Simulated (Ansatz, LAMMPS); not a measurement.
# Squeezing and shearing glassy 62GeO2-38BaO (mol %) (76 atoms), part 5 of 5

Aim: relax glassy 62GeO2-38BaO (mol %) (76 atoms), then change its volume and shape to read moduli from the stress.

Ansatz 0.2.0; Kohn-Sham DFT, revPBE, PAW (set soft_2), plane waves.

The cell: 18 Ge, 11 Ba and 47 O. The quench rate of 20 K/ps is orders of magnitude faster than experiment. The network of bonds at the start is that of the classical potential that made the cell. The Brillouin zone is sampled at Γ only. No spin–orbit coupling is included.

So far. Step 10 (Stretched by 1 % along x): The relaxation converged after 5 steps, 0.0405 eV below its start, with a largest force component of 0.034 eV/Å. Step 10 (Stretched by 1 % along x): Stretched by 1 % along x: the energy stands 0.0306 eV above that of the reference, at a pressure of -0.391 GPa.

### Step 11. Compressed by 1 % along x

The relaxed cell is strained along x alone, which gives the stiffness along x and its coupling to y and z.

Input file input.yaml:

```yaml
crystal:
  lattice:
    - [10.4857, -0.01801, -0.029]
    - [-0.01783, 11.02388, -0.0404]
    - [-0.02871, -0.0404, 11.55329]
  atoms:
    [... the 76 atom lines of step 4 ...]
kpoints:
  mp_grid: { grid: [1, 1, 1] }
hamiltonian:
  xc: revpbe
scf:
  occupations: { method: gaussian, width: 0.025 }
output:
  forces: true
  eigenvalues: true
  stress: true
relax:
  f_tol: 0.05
  max_steps: 70
```

On the command line:

```sh
$ ansatz run input.yaml --threads 4 --pin off --max-ram 8192MiB --backend cpu --events-out ev --progress --plain --runs-dir out
```

Numbers of over 12 decimals in the logs are rounded to 6 here.

What it wrote:

```text
[...]
Crystal: 76 atoms, lattice volume = 1335.451 Å³
Basis set: ecut = 420 eV, 26115 PW (Γ), exchange–correlation on 144×150×160 points (8 copies of the dense FFT grid, shifted against one another)
Bands: 398, of which v1, the nominal top of the filled ones, is band 322 counted from 1 (321 counted from 0)
Symmetry: 1 space group operations
[...]
k-points: 1
[...]
SCF iter   1: F=—  HF=-169671.528134 eV  |F-HF|=—  |Δ(HF+E_count)|=         —  Δρ=3.91e-3  dr2=2.10e-1  ethr=1.77e-3  ⟨swp⟩=6.0  Hψ=1613  notcnv=0  defer=46
[...]
SCF iter   6: F=—  HF=-169671.489170 eV  |F-HF|=—  |Δ(HF+E_count)|=   3.45e-4  Δρ=7.65e-5  dr2=6.80e-5  ethr=2.79e-8  ⟨swp⟩=2.0  Hψ=650  notcnv=0  defer=69
SCF iter   7: F=-169671.489187 eV  HF=-169671.489177 eV  |F-HF|=1.02e-5  |Δ(HF+E_count)|=   7.40e-6  Δρ=1.96e-5  dr2=5.01e-6  ethr=9.70e-9  ⟨swp⟩=13.0  Hψ=2273  notcnv=0
SCF 1 converged in 7 iterations: F = -169671.489187 eV  dr2 = 5.01e-6
[...]
relax step   1: F+E_penalty+E_count = -169671.48918740 eV  Δ(F+E_penalty+E_count) = +0.000e0 eV  max|allowed force component| = 3.724e-1 eV/Å  Δτ_max = 0.0000 Å  (7 SCF iters, dr2 threshold 6.25e-5 eV, accepted)
[...]
relax step   2: F+E_penalty+E_count = -169671.49361749 eV  Δ(F+E_penalty+E_count) = -4.430e-3 eV  max|allowed force component| = 2.519e-1 eV/Å  Δτ_max = 0.0614 Å  (7 SCF iters, dr2 threshold 8.67e-6 eV, accepted)
[...]
relax step   3: F+E_penalty+E_count = -169671.52541436 eV  Δ(F+E_penalty+E_count) = -3.180e-2 eV  max|allowed force component| = 1.002e-1 eV/Å  Δτ_max = 0.0467 Å  (6 SCF iters, dr2 threshold 3.97e-6 eV, accepted)
relax step   4: F+E_penalty+E_count = -169671.47721566 eV  Δ(F+E_penalty+E_count) = +4.820e-2 eV  max|allowed force component| = 2.288e-1 eV/Å  Δτ_max = 0.1411 Å  (10 SCF iters, rejected (line search))
[...]
relax step   5: F+E_penalty+E_count = -169671.53359092 eV  Δ(F+E_penalty+E_count) = -8.177e-3 eV  max|allowed force component| = 2.874e-2 eV/Å  Δτ_max = 0.0369 Å  (10 SCF iters, accepted)
SCF converged after 10 iterations
Free energy (F): -169671.533591 eV
[...]
Internal energy: -169671.533591 eV  (E = F + TS)
E sigma→0 (E₀):  -169671.533591 eV
Fermi energy:    6.459026 eV
[...]
Σ components = -169671.533591   (vs F -169671.533591, Δ=0.00e0)
--- Forces (eV/Å), atoms counted from 1 ---
  atom   1  Ge     0.00020052     0.01245677     0.01247174
  atom   2  Ge     0.01205594    -0.00530960     0.01076177
  atom   3  Ge     0.02584366     0.00488560    -0.01696438
  atom   4  Ge    -0.00505322    -0.00141947    -0.01064765
[...]
atom  76  O     -0.00586983     0.00404029    -0.01840496
  max |Σ_I F_I| component: 1.57e-4 eV/Å
--- Stress (GPa, compression-positive) ---
        0.706570      -0.005010       0.075723
       -0.005010       0.249823      -0.000181
        0.075722      -0.000181       0.356159
  P = ⅓ Tr σ = 0.4375 GPa (4.375 kbar)
--- Band table (eV) ---
[...]
--- Relaxed structure (5 steps of the walk, 4 accepted, 0 SCFs on fresh bases) ---
  F+E_penalty+E_count = -169671.53359092 eV   max|allowed force component| = 2.874e-2 eV/Å
  atoms:
    - { symbol: Ge, position: [0.916825, 0.824484, 0.216070] }
    - { symbol: Ge, position: [0.348050, 0.376698, 0.185765] }
    - { symbol: Ge, position: [0.061352, 0.066373, 0.489430] }
    - { symbol: Ge, position: [0.046694, 0.029361, 0.025507] }
[...]
- { symbol: O, position: [0.343581, 0.215026, 0.237769] }
```

Run time: 41 s. Hardware: 4 threads of Intel Xeon Platinum 8488C (Sapphire Rapids), shared host; peak memory 1.8 GiB; 2.5 min of CPU time.

The relaxation converged after 5 steps, 0.0444 eV below its start, with a largest force component of 0.029 eV/Å.

Compressed by 1 % along x: the energy stands 0.0298 eV above that of the reference, at a pressure of 0.438 GPa.

### Step 12. Sheared by 2 % in xy

A shear of the relaxed cell gives the modulus that volume changes can't reach.

input.yaml, the sections that differ from step 11:

```yaml
crystal:
  lattice:
    - [10.59144, 0.08791, -0.029]
    - [0.09223, 11.0237, -0.0404]
    - [-0.0294, -0.04069, 11.55329]
  atoms:
    [... the 76 atom lines of step 4 ...]
# kpoints, hamiltonian, scf, output, relax: as in step 11
```

What it wrote:

```text
[...]
Crystal: 76 atoms, lattice volume = 1348.806 Å³
Basis set: ecut = 420 eV, 26383 PW (Γ), exchange–correlation on 144×150×160 points (8 copies of the dense FFT grid, shifted against one another)
Bands: 398, of which v1, the nominal top of the filled ones, is band 322 counted from 1 (321 counted from 0)
Symmetry: 1 space group operations
[...]
k-points: 1
[...]
SCF iter   1: F=—  HF=-169671.498499 eV  |F-HF|=—  |Δ(HF+E_count)|=         —  Δρ=3.94e-3  dr2=2.15e-1  ethr=1.77e-3  ⟨swp⟩=5.0  Hψ=1483  notcnv=0  defer=69
[...]
SCF iter   7: F=-169671.460970 eV  HF=-169671.460959 eV  |F-HF|=1.08e-5  |Δ(HF+E_count)|=   3.43e-6  Δρ=2.03e-5  dr2=5.39e-6  ethr=9.70e-9  ⟨swp⟩=14.0  Hψ=2426  notcnv=0
SCF 1 converged in 7 iterations: F = -169671.460970 eV  dr2 = 5.39e-6
[...]
relax step   1: F+E_penalty+E_count = -169671.46096995 eV  Δ(F+E_penalty+E_count) = +0.000e0 eV  max|allowed force component| = 4.027e-1 eV/Å  Δτ_max = 0.0000 Å  (7 SCF iters, dr2 threshold 6.25e-5 eV, accepted)
[...]
relax step   2: F+E_penalty+E_count = -169671.44794059 eV  Δ(F+E_penalty+E_count) = +1.303e-2 eV  max|allowed force component| = 5.075e-1 eV/Å  Δτ_max = 0.1032 Å  (7 SCF iters, dr2 threshold 1.01e-5 eV, rejected (line search))
[...]
relax step   3: F+E_penalty+E_count = -169671.51565340 eV  Δ(F+E_penalty+E_count) = -5.468e-2 eV  max|allowed force component| = 1.475e-1 eV/Å  Δτ_max = 0.0362 Å  (9 SCF iters, accepted)
relax step   4: F+E_penalty+E_count = -169671.48805365 eV  Δ(F+E_penalty+E_count) = +2.760e-2 eV  max|allowed force component| = 2.063e-1 eV/Å  Δτ_max = 0.1000 Å  (10 SCF iters, rejected (line search))
[...]
relax step   5: F+E_penalty+E_count = -169671.52751482 eV  Δ(F+E_penalty+E_count) = -1.186e-2 eV  max|allowed force component| = 3.842e-2 eV/Å  Δτ_max = 0.0308 Å  (9 SCF iters, accepted)
SCF converged after 9 iterations
Free energy (F): -169671.527515 eV
[...]
Internal energy: -169671.527515 eV  (E = F + TS)
E sigma→0 (E₀):  -169671.527515 eV
Fermi energy:    6.329438 eV
[...]
--- Forces (eV/Å), atoms counted from 1 ---
  atom   1  Ge    -0.03722231    -0.01464917     0.00117620
  atom   2  Ge    -0.01238260     0.00440689    -0.00251750
  atom   3  Ge    -0.00740581     0.02242888    -0.01258772
  atom   4  Ge    -0.00610896     0.00018816    -0.00107012
  atom   5  Ge     0.01201425     0.00921797    -0.00147657
  atom   6  Ge     0.00639525    -0.01903714    -0.01402169
  atom   7  Ge     0.01638801    -0.00773889     0.02235288
  atom   8  Ge    -0.00448509     0.00342406     0.01050370
  atom   9  Ge     0.01264623     0.00973587    -0.03841975
  atom  10  Ge    -0.00034826     0.02744287     0.00296845
  atom  11  Ge     0.01126906     0.00663095    -0.00541572
  atom  12  Ge     0.00075011     0.00541893     0.01045021
  atom  13  Ge     0.00767617     0.00368789     0.01500071
  atom  14  Ge    -0.00071223    -0.01499578    -0.01613038
[...]
atom  75  O     -0.00214848    -0.00064769    -0.00141766
  atom  76  O     -0.00395765    -0.01713629     0.00048179
  max |Σ_I F_I| component: 1.00e-4 eV/Å
--- Stress (GPa, compression-positive) ---
        0.015483      -0.392128      -0.012854
       -0.392128       0.103621       0.037446
       -0.012854       0.037446       0.049853
  P = ⅓ Tr σ = 0.0563 GPa (0.563 kbar)
--- Band table (eV) ---
[...]
--- Relaxed structure (5 steps of the walk, 3 accepted, 0 SCFs on fresh bases) ---
  F+E_penalty+E_count = -169671.52751482 eV   max|allowed force component| = 3.842e-2 eV/Å
  atoms:
    - { symbol: Ge, position: [0.918105, 0.824862, 0.215588] }
    - { symbol: Ge, position: [0.349060, 0.377473, 0.183918] }
    - { symbol: Ge, position: [0.059156, 0.065651, 0.490061] }
    - { symbol: Ge, position: [0.047332, 0.028861, 0.026128] }
[...]
- { symbol: O, position: [0.341075, 0.216041, 0.235263] }
```

It took 44 s on 4 threads; peak memory 1.9 GiB; 2.7 min of CPU time.

The relaxation converged after 5 steps, 0.0665 eV below its start, with a largest force component of 0.038 eV/Å.

Sheared by 2 % in xy: the energy stands 0.0359 eV above that of the reference, at a pressure of 0.0563 GPa.

### Step 13. Pressure against volume

Atoms are relaxed at each volume, in the scaled cell.

| volume change (%) | volume (Å³/atom) | energy change (meV/atom) | pressure (GPa) | largest move on relaxing (Å) | bonds | gap (eV) |
| --- | --- | --- | --- | --- | --- | --- |
| -10 | 15.974 | 19.76 | 4.19 | 0.54 | 155 | 2.79 |
| -6 | 16.684 | 6.50 | 1.90 | 0.55 | 151 | 2.72 |
| -3 | 17.217 | 1.81 | 1.06 | 0.26 | 146 | 2.57 |
| +0 | 17.749 | 0.00 | 0.01 | - | 144 | 2.55 |
| +3 | 18.282 | 1.68 | -0.98 | 0.28 | 141 | 2.55 |
| +6 | 18.814 | 6.42 | -1.84 | 0.43 | 137 | 2.52 |

### Step 14. Uniaxial strain and shear

Stress (GPa, compression positive) less that of the relaxed cell, atoms relaxed:

| strain | xx | yy | zz | xy | energy change (meV/atom) |
| --- | --- | --- | --- | --- | --- |
| stretched by 1 % along x | -0.650 | -0.231 | -0.311 | 0.002 | 0.40 |
| compressed by 1 % along x | 0.713 | 0.250 | 0.329 | -0.004 | 0.39 |
| sheared by 2 % in xy | 0.022 | 0.104 | 0.023 | -0.391 | 0.47 |

### Step 15. What came out

The bulk modulus, from the slope of pressure against ln V over the three points nearest the relaxed volume, is 34.0 GPa; between neighbouring points the slope runs 53, 27, 35, 33 and 30 GPa from the smallest volume up, without a steady fall, so no pressure derivative is given. The count of bonds runs from 137 to 155 over the series, so at some points contacts cross the cutoffs. At -10 % and -6 % some atom moved by over 0.5 Å on relaxing, so those points may sit in another local minimum. The gap goes from 2.79 eV at the smallest volume to 2.52 eV at the largest, -1.7 eV per unit of ln V by a straight line, not monotonically (lowest 2.52, highest 2.79 eV), on the run's k-points. In the Cartesian axes of the cell, finite differences give C11 = 68.2, C12 = 24.1, C13 = 32.0 and C66 = 19.6 GPa (the shear of 2 % is the engineering strain, εxy = 0.01). The mean of C11, C12 and C13, which equals the bulk modulus in a cubic or isotropic solid, is 41.4 GPa: it lies 22 % over the bulk modulus from the volumes. For an isotropic solid C66 would equal (C11 − C12)/2 = 22.0 GPa; so small a sample needn't be isotropic, and C66 rests on one shear. With the bulk modulus and C66 as K and G, Young's modulus would be about 49 GPa and Poisson's ratio 0.26.

Caveats: Strains are finite and relaxations stop at the force tolerance of the input, which can leave moduli too stiff; they are those of a static cell at zero temperature. Volumes are changed with the cell's shape held, so in an anisotropic solid the modulus lies over the one under free hydrostatic load. The program notes that the SCF threshold of the relaxations is loose for the stress.

The DFT runs together took 14 min of wall time.

[Logs are printed without paths, hosts, clocks, repeated set-up lines and the standing remarks that a program may print on its own settings, such as how far it seeks lower states.]

[Hosts, paths, dates, database ids (printed as entryN), source tags and the programs' standing remarks are cut or masked in the printed files.]
